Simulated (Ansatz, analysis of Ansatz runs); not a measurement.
**A hop of Li in Li2CdCl4 (Imma), charge −1**

Wanted: path and barrier of a jump of Li in Li2CdCl4 (Imma) at charge −1. The case: V_Li hop (4.4 Å), in a cell of 56 host atoms with 1 Li taken out.

Method: plane-wave PAW DFT, HSE06; nudged elastic band between two relaxed defect structures at fixed charge in a uniform background, in Ansatz 0.2.0.

**1. The structure**

The cell holds 55 atoms: 15 Li, 8 Cd and 32 Cl. Cell: a = 12.949 Å, b = 12.809 Å, c = 10.609 Å, α = 66.4°, β = 65.0°, γ = 48.6°. It derives from Li2CdCl4 (space group Imma). Nearest the centre at fractional (0.624, 0.624, 0.126): Li15 at 2.18 Å, Cl37 at 2.63 Å, Cl43 at 2.68 Å, Cl47 at 2.76 Å, Cl54 at 2.76 Å, Cl26 at 2.76 Å, Cl33 at 2.76 Å, Cd23 at 3.71 Å. The cell carries charge −1.

The cell's shortest repeat is 10.6 Å.

**2. Relaxation of the start point, charge −1**

A barrier is counted from a minimum, so both ends are relaxed first. Small random displacements break the symmetry of the ideal sites, so that the defect can distort if it gains by it. The charge of −1 is set by the electron count, and a uniform background keeps the cell neutral.

The input, qm1.start/input.yaml:

```yaml
crystal:
  lattice:
    - [0.0, 7.62069283, 10.46883193]
    - [7.38022985, 0.0, 10.46883193]
    - [7.38022985, 7.62069283, 0.0]
  atoms:
    - { symbol: Li, position: [0.1960546, 0.4460546, 0.0539454] }
    - { symbol: Li, position: [0.6960546, 0.9460546, 0.5539454] }
    - { symbol: Li, position: [0.9460546, 0.1960546, 0.8039454] }
    - { symbol: Li, position: [0.125, 0.625, 0.625] }
    - { symbol: Li, position: [0.375, 0.875, 0.875] }
    - { symbol: Li, position: [0.625, 0.125, 0.125] }
    - { symbol: Li, position: [0.875, 0.375, 0.375] }
    - { symbol: Li, position: [0.125, 0.125, 0.125] }
    - { symbol: Li, position: [0.375, 0.375, 0.375] }
    - { symbol: Li, position: [0.625, 0.625, 0.625] }
    - { symbol: Li, position: [0.875, 0.875, 0.875] }
    - { symbol: Li, position: [0.0539454, 0.8039454, 0.1960546] }
    - { symbol: Li, position: [0.3039454, 0.0539454, 0.4460546] }
    - { symbol: Li, position: [0.5539454, 0.3039454, 0.6960546] }
    - { symbol: Li, position: [0.8039454, 0.5539454, 0.9460546] }
    - { symbol: Cd, position: [0.0, 0.0, 0.5] }
    - { symbol: Cd, position: [0.25, 0.25, 0.75] }
    - { symbol: Cd, position: [0.5, 0.5, 0.0] }
    - { symbol: Cd, position: [0.75, 0.75, 0.25] }
    - { symbol: Cd, position: [0.0, 0.5, 0.5] }
    - { symbol: Cd, position: [0.25, 0.75, 0.75] }
    - { symbol: Cd, position: [0.5, 0.0, 0.0] }
    - { symbol: Cd, position: [0.75, 0.25, 0.25] }
    - { symbol: Cl, position: [0.13698115, 0.11817837, 0.88182163] }
    - { symbol: Cl, position: [0.38698115, 0.36817837, 0.13182163] }
    - { symbol: Cl, position: [0.63698115, 0.61817837, 0.38182163] }
    - { symbol: Cl, position: [0.88698115, 0.86817837, 0.63182163] }
    - { symbol: Cl, position: [0.2465624, 0.74965379, 0.5034376] }
    - { symbol: Cl, position: [0.4965624, 0.99965379, 0.7534376] }
    - { symbol: Cl, position: [0.7465624, 0.24965379, 0.0034376] }
    - { symbol: Cl, position: [0.9965624, 0.49965379, 0.2534376] }
    - { symbol: Cl, position: [0.11817837, 0.63698115, 0.86301885] }
    - { symbol: Cl, position: [0.36817837, 0.88698115, 0.11301885] }
    - { symbol: Cl, position: [0.61817837, 0.13698115, 0.36301885] }
    - { symbol: Cl, position: [0.86817837, 0.38698115, 0.61301885] }
    - { symbol: Cl, position: [0.24965379, 0.2465624, 0.00034621] }
    - { symbol: Cl, position: [0.49965379, 0.4965624, 0.25034621] }
    - { symbol: Cl, position: [0.74965379, 0.7465624, 0.50034621] }
    - { symbol: Cl, position: [0.99965379, 0.9965624, 0.75034621] }
    - { symbol: Cl, position: [0.00034621, 0.0034376, 0.24965379] }
    - { symbol: Cl, position: [0.25034621, 0.2534376, 0.49965379] }
    - { symbol: Cl, position: [0.50034621, 0.5034376, 0.74965379] }
    - { symbol: Cl, position: [0.75034621, 0.7534376, 0.99965379] }
    - { symbol: Cl, position: [0.13182163, 0.61301885, 0.38698115] }
    - { symbol: Cl, position: [0.38182163, 0.86301885, 0.63698115] }
    - { symbol: Cl, position: [0.63182163, 0.11301885, 0.88698115] }
    - { symbol: Cl, position: [0.88182163, 0.36301885, 0.13698115] }
    - { symbol: Cl, position: [0.0034376, 0.50034621, 0.7465624] }
    - { symbol: Cl, position: [0.2534376, 0.75034621, 0.9965624] }
    - { symbol: Cl, position: [0.5034376, 0.00034621, 0.2465624] }
    - { symbol: Cl, position: [0.7534376, 0.25034621, 0.4965624] }
    - { symbol: Cl, position: [0.11301885, 0.13182163, 0.36817837] }
    - { symbol: Cl, position: [0.36301885, 0.38182163, 0.61817837] }
    - { symbol: Cl, position: [0.61301885, 0.63182163, 0.86817837] }
    - { symbol: Cl, position: [0.86301885, 0.88182163, 0.11817837] }
total_charge: -1
basis:
  ecutwfc: 420
  xc_grid: 2
hamiltonian:
  xc: hse06
kpoints:
  mp_grid: { grid: [1, 1, 1], shift: [0.25, 0.25, 0.25] }
scf:
  occupations: { method: fixed }
  max_iter: 120
output:
  forces: true
relax:
  f_tol: 0.02
  max_steps: 70
  random_displacement: { amplitude: 0.03, seed: 4935 }
```

On the command line:

```sh
$ ansatz run input.yaml --threads 32 --pin off --max-ram 84787MiB --backend cuda --events-out ev --progress --plain --runs-dir out --max-vram 78GiB
```

The program printed:

```text
Warning: kpoints.mp_grid.shift: disabling space-group detection — at a shift other than 0 and half a step a hybrid functional's run that is held to the crystal's symmetry can end above its lowest stat [...]
[...]
exact exchange: scf.exx.singularity resolves to wigner_seitz, which cuts the screened interaction at the faces of the exchange supercell's Wigner-Seitz cell, so that each pair interacts once, at the s [...]
Engine: ansatz 0.2.0, aarch64-unknown-linux-gnu
[...]
Pseudopotential: Li, paw, valence charge 3, recommended cutoff 420 eV (normal), Li.paw.azcp
Pseudopotential: Cd, paw, valence charge 20, recommended cutoff 420 eV (normal), Cd.paw.azcp
Pseudopotential: Cl, paw, valence charge 7, recommended cutoff 420 eV (normal), Cl.paw.azcp
Functional definition: HSE06
[...]
Crystal: 55 atoms, lattice volume = 1177.586 Å³
[...]
hybrid outer 2: dexx = +1.244e-6 eV, tail = 5.73e-8 eV, Δε = 2.91e-3 eV (about 7.41e-5 eV left of the loop's levels), ΔF = 3.66e-3 eV/Å (tail 5.84e-4)
[...]
SCF 5 converged in 4 iterations: F = -103782.833692 eV  dr2 = 4.49e-6
[...]
relax step   2: F+E_penalty+E_count = -103782.83341217 eV  Δ(F+E_penalty+E_count) = -3.008e-1 eV  max|allowed force component| = 2.186e-1 eV/Å  Δτ_max = 0.1440 Å  (15 SCF iters, dr2 threshold 4.28e-5  [...]
[...]
SCF 11 converged in 2 iterations: F = -103782.877382 eV  dr2 = 7.27e-10
[...]
SCF 17 converged in 8 iterations: F = -103782.886399 eV  dr2 = 1.13e-10
[...]
hybrid outer 3: dexx = +3.567e-9 eV, tail = 1.75e-9 eV, Δε = 1.36e-5 eV (about 1.80e-6 eV left of the loop's levels), ΔF = 7.42e-3 eV/Å (tail 4.61e-3)
[...]
relax step   5: F+E_penalty+E_count = -103782.88639728 eV  Δ(F+E_penalty+E_count) = -2.415e-3 eV  max|allowed force component| = 1.230e-2 eV/Å  Δτ_max = 0.0125 Å  (18 SCF iters, accepted)
[...]
--- Relaxed structure (5 steps of the walk, 5 accepted, 0 SCFs on fresh bases) ---
[...]
```

Elapsed: 24 s, on 1 × NVIDIA GB200 with 32 threads of Arm Neoverse V2, shared host; peak memory 2.4 GiB.

Relaxation path:

```
step  energy less that of the first step (eV)  largest force component (eV/Å)
   1                                   0.0000                          0.8280
   2                                  -0.3008                          0.2186
   3                                  -0.3447                          0.0541
   4                                  -0.3514                          0.0262
   5                                  -0.3538                          0.0123
```

The atoms that moved most (Å, from the sites as typed, ahead of the random displacement, the mean shift of all atoms taken out):

```csv
atom,dx,dy,dz,length
Cl33,-0.001,-0.102,0.007,0.102
Cl26,0.001,0.097,0.005,0.097
Li9,-0.003,0.001,0.083,0.083
Cd19,0.001,0.004,-0.073,0.073
Li4,0.013,-0.002,0.071,0.072
Cd22,-0.007,0.000,-0.072,0.072
Cl24,0.001,-0.065,0.004,0.065
Cl35,0.000,0.061,0.002,0.061
```

Neighbours of Li15 at the end:

```
atom  distance (Å)
Cl54         2.351
Cl47         2.353
Cl43         2.386
Cl48         2.437
Cd23         4.170
Cd18         4.174
Cl37         4.192
Cl30         4.241
```

Numbers from this step:

* free energy: -103782.8864 eV
* r.m.s. move of the farther half of the atoms: 0.04036 Å
* largest move from the ideal geometry of this structure, a common shift of the far atoms taken out: 0.1028 Å

The relaxation gained 0.354 eV and ended with a largest force component of 0.012 eV/Å.

**3. Relaxation of the end point, charge −1**

The end point is relaxed in the same cell and settings, so that the two energies compare. Atoms more than 3.2 Å from the middle of the hop start where the first relaxation left them, the nearer ones on or close to their ideal places, with small random displacements.

The input, qm1.end/input.yaml:

```yaml
crystal:
  lattice:
    - [0.0, 7.62069283, 10.46883193]
    - [7.38022985, 0.0, 10.46883193]
    - [7.38022985, 7.62069283, 0.0]
  atoms:
    - { symbol: Li, position: [0.19605955, 0.44490993, 0.0540424] }
    - { symbol: Li, position: [0.69601179, 0.9456061, 0.55353879] }
[... 4 atom lines left out ...]
    - { symbol: Li, position: [0.87001706, 0.37968823, 0.37702399] }
[... 7 atom lines left out ...]
    - { symbol: Li, position: [0.443876, 0.693876, 1.306124] }
[... 2 atom lines left out ...]
    - { symbol: Cd, position: [0.49866431, 0.50148248, 0.00517473] }
    - { symbol: Cd, position: [0.74651177, 0.74610463, 0.25400373] }
[... 2 atom lines left out ...]
    - { symbol: Cd, position: [0.49685986, -0.00414162, 0.00304183] }
    - { symbol: Cd, position: [0.74537922, 0.25555139, 0.25055332] }
[... 2 atom lines left out ...]
    - { symbol: Cl, position: [0.63698115, 0.61817837, 0.38182163] }
[... 6 atom lines left out ...]
    - { symbol: Cl, position: [0.36817837, 0.88698115, 0.11301885] }
[... 3 atom lines left out ...]
    - { symbol: Cl, position: [0.49965379, 0.4965624, 0.25034621] }
[... 5 atom lines left out ...]
    - { symbol: Cl, position: [0.75034621, 0.7534376, 0.99965379] }
[... 3 atom lines left out ...]
    - { symbol: Cl, position: [0.88182163, 0.36301885, 0.13698115] }
[... 6 atom lines left out ...]
    - { symbol: Cl, position: [0.61301885, 0.63182163, 0.86817837] }
    - { symbol: Cl, position: [0.86188234, 0.87873609, 0.12177302] }
total_charge: -1
basis:
  ecutwfc: 420
  xc_grid: 2
hamiltonian:
  xc: hse06
kpoints:
  mp_grid: { grid: [1, 1, 1], shift: [0.25, 0.25, 0.25] }
scf:
  occupations: { method: fixed }
  max_iter: 120
output:
  forces: true
relax:
  f_tol: 0.02
  max_steps: 70
  random_displacement: { amplitude: 0.01, seed: 4935 }
```

The program printed:

```text
[...]
Crystal: 55 atoms, lattice volume = 1177.586 Å³
[...]
SCF 1 converged in 9 iterations: F = -103726.791726 eV  dr2 = 1.84e-8
[...]
SCF 5 converged in 8 iterations: F = -103782.836447 eV  dr2 = 6.74e-6
[...]
relax step   2: F+E_penalty+E_count = -103782.83008958 eV  Δ(F+E_penalty+E_count) = -4.176e-1 eV  max|allowed force component| = 2.472e-1 eV/Å  Δτ_max = 0.1208 Å  (18 SCF iters, dr2 threshold 2.30e-5  [...]
[...]
SCF 11 converged in 2 iterations: F = -103782.878845 eV  dr2 = 8.30e-10
[...]
SCF 17 converged in 8 iterations: F = -103782.886940 eV  dr2 = 9.62e-11
[...]
--- Relaxed structure (5 steps of the walk, 5 accepted, 0 SCFs on fresh bases) ---
[...]
```

Run time: 24 s. Hardware: 1 × NVIDIA GB200 with 32 threads; peak memory 2.5 GiB.

Relaxation path:

```
step  energy less that of the first step (eV)  largest force component (eV/Å)
   1                                   0.0000                          0.6062
   2                                  -0.4176                          0.2472
   3                                  -0.4663                          0.0498
   4                                  -0.4723                          0.0238
   5                                  -0.4744                          0.0062
```

The atoms that moved most (Å, from the sites as typed, ahead of the random displacement):

| atom | dx | dy | dz | length |
| --- | --- | --- | --- | --- |
| Li4 | -0.021 | 0.003 | -0.148 | 0.150 |
| Li10 | 0.095 | 0.055 | -0.003 | 0.110 |
| Li8 | 0.091 | -0.060 | -0.011 | 0.110 |
| Li7 | -0.099 | -0.002 | 0.000 | 0.099 |
| Cl47 | 0.001 | 0.097 | -0.012 | 0.098 |
| Cl54 | 0.000 | -0.096 | -0.014 | 0.097 |
| Li5 | -0.094 | 0.007 | 0.000 | 0.094 |
| Cd19 | -0.046 | -0.033 | 0.063 | 0.084 |

Neighbours of Li15 at the end:

```csv
atom,distance (Å)
Cl33,2.351
Cl26,2.351
Cl37,2.388
Cl28,2.436
Cd22,4.169
Cd19,4.172
Cl43,4.190
Cl50,4.236
```

Read from the output:

```
free energy                                                                                       : -103782.8869 eV
r.m.s. move of the farther half of the atoms                                                      : 0.03863 Å
largest move from the ideal geometry of this structure, a common shift of the far atoms taken out : 0.09754 Å
```

The relaxation gained 0.474 eV and ended with a largest force component of 0.0061 eV/Å. The end lies within 1 meV of the start.

**4. Nudged elastic band, charge −1**

3 movable images are laid between the ends on a pair-potential path, which keeps atoms from colliding in the first guess. Each image feels the true force across the path and a spring force along it. The highest image is set to climb to the top of the path.

This step: plane-wave PAW DFT, HSE06; nudged elastic band between two relaxed defect structures at fixed charge in a uniform background.

The input, qm1.neb/input.yaml:

```yaml
crystal:
  lattice:
    - [0.0, 7.62069283, 10.46883193]
    - [7.38022985, 0.0, 10.46883193]
    - [7.38022985, 7.62069283, 0.0]
  atoms:
    - { symbol: Li, position: [0.19638071, 0.44513139, 0.05416668] }
    - { symbol: Li, position: [0.69633294, 0.94582756, 0.55366306] }
    - { symbol: Li, position: [0.94419774, 0.1938511, 0.80613542] }
    - { symbol: Li, position: [0.12748308, 0.62941052, 0.62260562] }
    - { symbol: Li, position: [0.37326975, 0.87684323, 0.87945979] }
    - { symbol: Li, position: [0.62455166, 0.12328918, 0.12718669] }
    - { symbol: Li, position: [0.87033822, 0.37990969, 0.37714827] }
    - { symbol: Li, position: [0.13052694, 0.12054381, 0.12393706] }
    - { symbol: Li, position: [0.37929635, 0.37869932, 0.37115768] }
    - { symbol: Li, position: [0.62653189, 0.62333853, 0.62042005] }
    - { symbol: Li, position: [0.87367302, 0.87449948, 0.87697709] }
    - { symbol: Li, position: [0.0547994, 0.80567971, 0.19429554] }
    - { symbol: Li, position: [0.30569019, 0.05146259, 0.44472359] }
    - { symbol: Li, position: [0.55650659, 0.30346341, 0.69545651] }
    - { symbol: Li, position: [0.80167166, 0.55543216, 0.94824081] }
    - { symbol: Cd, position: [0.00579205, -0.00502777, 0.49875496] }
    - { symbol: Cd, position: [0.25040682, 0.25118448, 0.7486812] }
    - { symbol: Cd, position: [0.49898547, 0.50170394, 0.005299] }
    - { symbol: Cd, position: [0.74683292, 0.74632609, 0.25412801] }
    - { symbol: Cd, position: [0.00172122, 0.49989824, 0.50013736] }
    - { symbol: Cd, position: [0.2521037, 0.74832756, 0.74463596] }
    - { symbol: Cd, position: [0.49718102, -0.00392016, 0.00316611] }
    - { symbol: Cd, position: [0.74570038, 0.25577284, 0.25067759] }
    - { symbol: Cl, position: [0.13298086, 0.12265472, 0.87774031] }
    - { symbol: Cl, position: [0.38552398, 0.36726997, 0.13157289] }
    - { symbol: Cl, position: [0.64366748, 0.61208801, 0.38829171] }
    - { symbol: Cl, position: [0.88369399, 0.86906131, 0.6335286] }
    - { symbol: Cl, position: [0.24438789, 0.74970528, 0.50612193] }
    - { symbol: Cl, position: [0.49739324, 1.00169567, 0.74871798] }
    - { symbol: Cl, position: [0.74730654, 0.24646258, 0.00319627] }
    - { symbol: Cl, position: [1.00159842, 0.49742546, 0.25339945] }
    - { symbol: Cl, position: [0.11660661, 0.63595901, 0.86679909] }
    - { symbol: Cl, position: [0.36203065, 0.89393622, 0.10616623] }
    - { symbol: Cl, position: [0.61874467, 0.13438709, 0.36448105] }
    - { symbol: Cl, position: [0.87237102, 0.38309145, 0.61722075] }
    - { symbol: Cl, position: [0.24756581, 0.25126019, -0.00174707] }
    - { symbol: Cl, position: [0.50010593, 0.49439066, 0.25015509] }
    - { symbol: Cl, position: [0.75185145, 0.74703398, 0.50280152] }
    - { symbol: Cl, position: [0.99675958, 0.99711931, 0.75351683] }
    - { symbol: Cl, position: [-0.00291463, 0.00553027, 0.24864597] }
    - { symbol: Cl, position: [0.25276606, 0.25287768, 0.49787541] }
    - { symbol: Cl, position: [0.50215463, 0.50031573, 0.75348835] }
    - { symbol: Cl, position: [0.75205171, 0.7519705, 0.99891849] }
    - { symbol: Cl, position: [0.13260277, 0.61546436, 0.38502784] }
    - { symbol: Cl, position: [0.38164633, 0.8649987, 0.63734985] }
    - { symbol: Cl, position: [0.62861025, 0.11246221, 0.88820919] }
    - { symbol: Cl, position: [0.88394545, 0.36326191, 0.13527003] }
    - { symbol: Cl, position: [0.00306428, 0.50271202, 0.74691547] }
    - { symbol: Cl, position: [0.25065898, 0.7521856, 0.99431619] }
    - { symbol: Cl, position: [0.50235649, 0.00166365, 0.24778921] }
    - { symbol: Cl, position: [0.7557238, 0.24717638, 0.49927646] }
    - { symbol: Cl, position: [0.1130635, 0.13378061, 0.3685384] }
    - { symbol: Cl, position: [0.36515063, 0.38284709, 0.61791472] }
    - { symbol: Cl, position: [0.61487209, 0.63177031, 0.86653546] }
    - { symbol: Cl, position: [0.86220349, 0.87895755, 0.1218973] }
total_charge: -1
basis:
  ecutwfc: 420
  xc_grid: 2
hamiltonian:
  xc: hse06
kpoints:
  mp_grid: { grid: [1, 1, 1], shift: [0.25, 0.25, 0.25] }
scf:
  occupations: { method: fixed }
  max_iter: 120
output:
  forces: true
neb:
  images: 3
  f_tol: 0.06
  climbing: true
  initial_path: idpp
  max_iterations: 45
  order_check: false
  final_atoms:
    - { symbol: Li, position: [0.19650065, 0.44471203, 0.05573335] }
    - { symbol: Li, position: [0.69456872, 0.9466234, 0.55391266] }
[... 2 atom lines left out ...]
    - { symbol: Li, position: [0.38061542, 0.87037674, 0.87311085] }
[... 9 atom lines left out ...]
    - { symbol: Li, position: [0.44864483, 0.69552648, 1.30162331] }
[... 2 atom lines left out ...]
    - { symbol: Cd, position: [0.50341078, 0.50411099, -0.00335529] }
    - { symbol: Cd, position: [0.75124772, 0.74874499, 0.24543934] }
[... 2 atom lines left out ...]
    - { symbol: Cd, position: [0.50527779, -0.00532398, -0.00082899] }
    - { symbol: Cd, position: [0.75390783, 0.25368651, 0.24670365] }
[... 2 atom lines left out ...]
    - { symbol: Cl, position: [0.63548408, 0.61861001, 0.3838118] }
[... 6 atom lines left out ...]
    - { symbol: Cl, position: [0.36660878, 0.88749434, 0.11473271] }
[... 3 atom lines left out ...]
    - { symbol: Cl, position: [0.49867584, 0.49830622, 0.25158957] }
[... 5 atom lines left out ...]
    - { symbol: Cl, position: [0.75058393, 0.75596982, 1.00030943] }
[... 3 atom lines left out ...]
    - { symbol: Cl, position: [0.88832586, 0.35672647, 0.14366432] }
[... 6 atom lines left out ...]
    - { symbol: Cl, position: [0.60684663, 0.63807645, 0.86216438] }
    - { symbol: Cl, position: [0.86462572, 0.88337513, 0.11906367] }
```

The program printed:

```text
Warning: neb: disabling space-group detection — the band's intermediate images generally break the endpoint symmetry, so the full k-mesh is solved, and no spatial operation symmetrises the density, ex [...]
[...]
Crystal: 55 atoms, lattice volume = 1177.586 Å³
Basis set: ecut = 420 eV, 23051 PW (Γ), exchange–correlation on 180×180×144 points (8 copies of the dense FFT grid, shifted against one another)
Bands: 270, of which v1, the nominal top of the filled ones, is band 215 counted from 1 (214 counted from 0)
[...]
k-points: 1
[...]
SCF 1 converged in 8 iterations: F = -103727.230409 eV  dr2 = 5.56e-8
[...]
SCF 7 converged in 8 iterations: F = -103726.782060 eV  dr2 = 6.03e-8
[...]
SCF 10 converged in 8 iterations: F = -103726.607994 eV  dr2 = 3.56e-8
[...]
hybrid outer 1: dexx = +1.235e1 eV, tail = 2.27e-2 eV
[...]
SCF 38 converged in 7 iterations: F = -103782.845522 eV  dr2 = 1.15e-9
[...]
```

It took 45 s on 1 × NVIDIA GB200 with 32 threads; peak memory 3.4 GiB; 3.2 min of CPU time.

Images along the path:

| image | path (Å) | energy (eV) | Li15: x, y, z (Å) |
| --- | --- | --- | --- |
| 0 | 0.000 | 0.0000 | 11.097, 13.336, 14.207 |
| 1 | 1.110 | 0.1030 | 11.999, 13.341, 13.587 |
| 2 | 2.219 | 0.0400 | 12.953, 13.318, 13.089 |
| 3 | 3.328 | 0.1040 | 13.891, 13.338, 12.564 |
| 4 | 4.372 | -0.0010 | 14.739, 13.338, 11.978 |

This step gave:

```yaml
free_energy: -103782.7817 eV
barrier_forward: 0.1047 eV
barrier_backward: 0.1053 eV
end_less_start: -5.43e-4 eV
hop_length: 4.270 Å
```

Track of the atom that was set to move:

| image | x (Å) | y (Å) | z (Å) | nearest neighbour | distance (Å) |
| --- | --- | --- | --- | --- | --- |
| 0 | 11.1 | 13.34 | 14.21 | Cl | 2.351 |
| 1 | 12 | 13.34 | 13.59 | Cl | 2.326 |
| 2 | 12.95 | 13.32 | 13.09 | Cl | 2.566 |
| 3 | 13.89 | 13.34 | 12.56 | Cl | 2.317 |
| 4 | 14.74 | 13.34 | 11.98 | Cl | 2.351 |

The band met its tolerance of 0.06 eV/Å after 4 iterations, with image 3 on top (the start counts as 0). Li15, which moves farthest between the ends, has 4 Cl at 2.35 to 2.44 Å nearest at the start and 3 Cl at 2.32 to 2.34 Å at the top. The path has 2 maxima, and only the highest was climbed; it lies 0.06 eV above the dip at image 2. In at least one step between neighbouring images a covalent bond changes partner or an atom goes far. The images sample such a step coarsely, so the top may lie higher.

(Part 1 of 2 ends here.)

[Logs are printed without paths, hosts, clocks, repeated set-up lines and the standing remarks that a program may print on its own settings, such as how far it seeks lower states.]

[Hosts, paths, dates, database ids (printed as entryN), source tags and the programs' standing remarks are cut or masked in the printed files.]
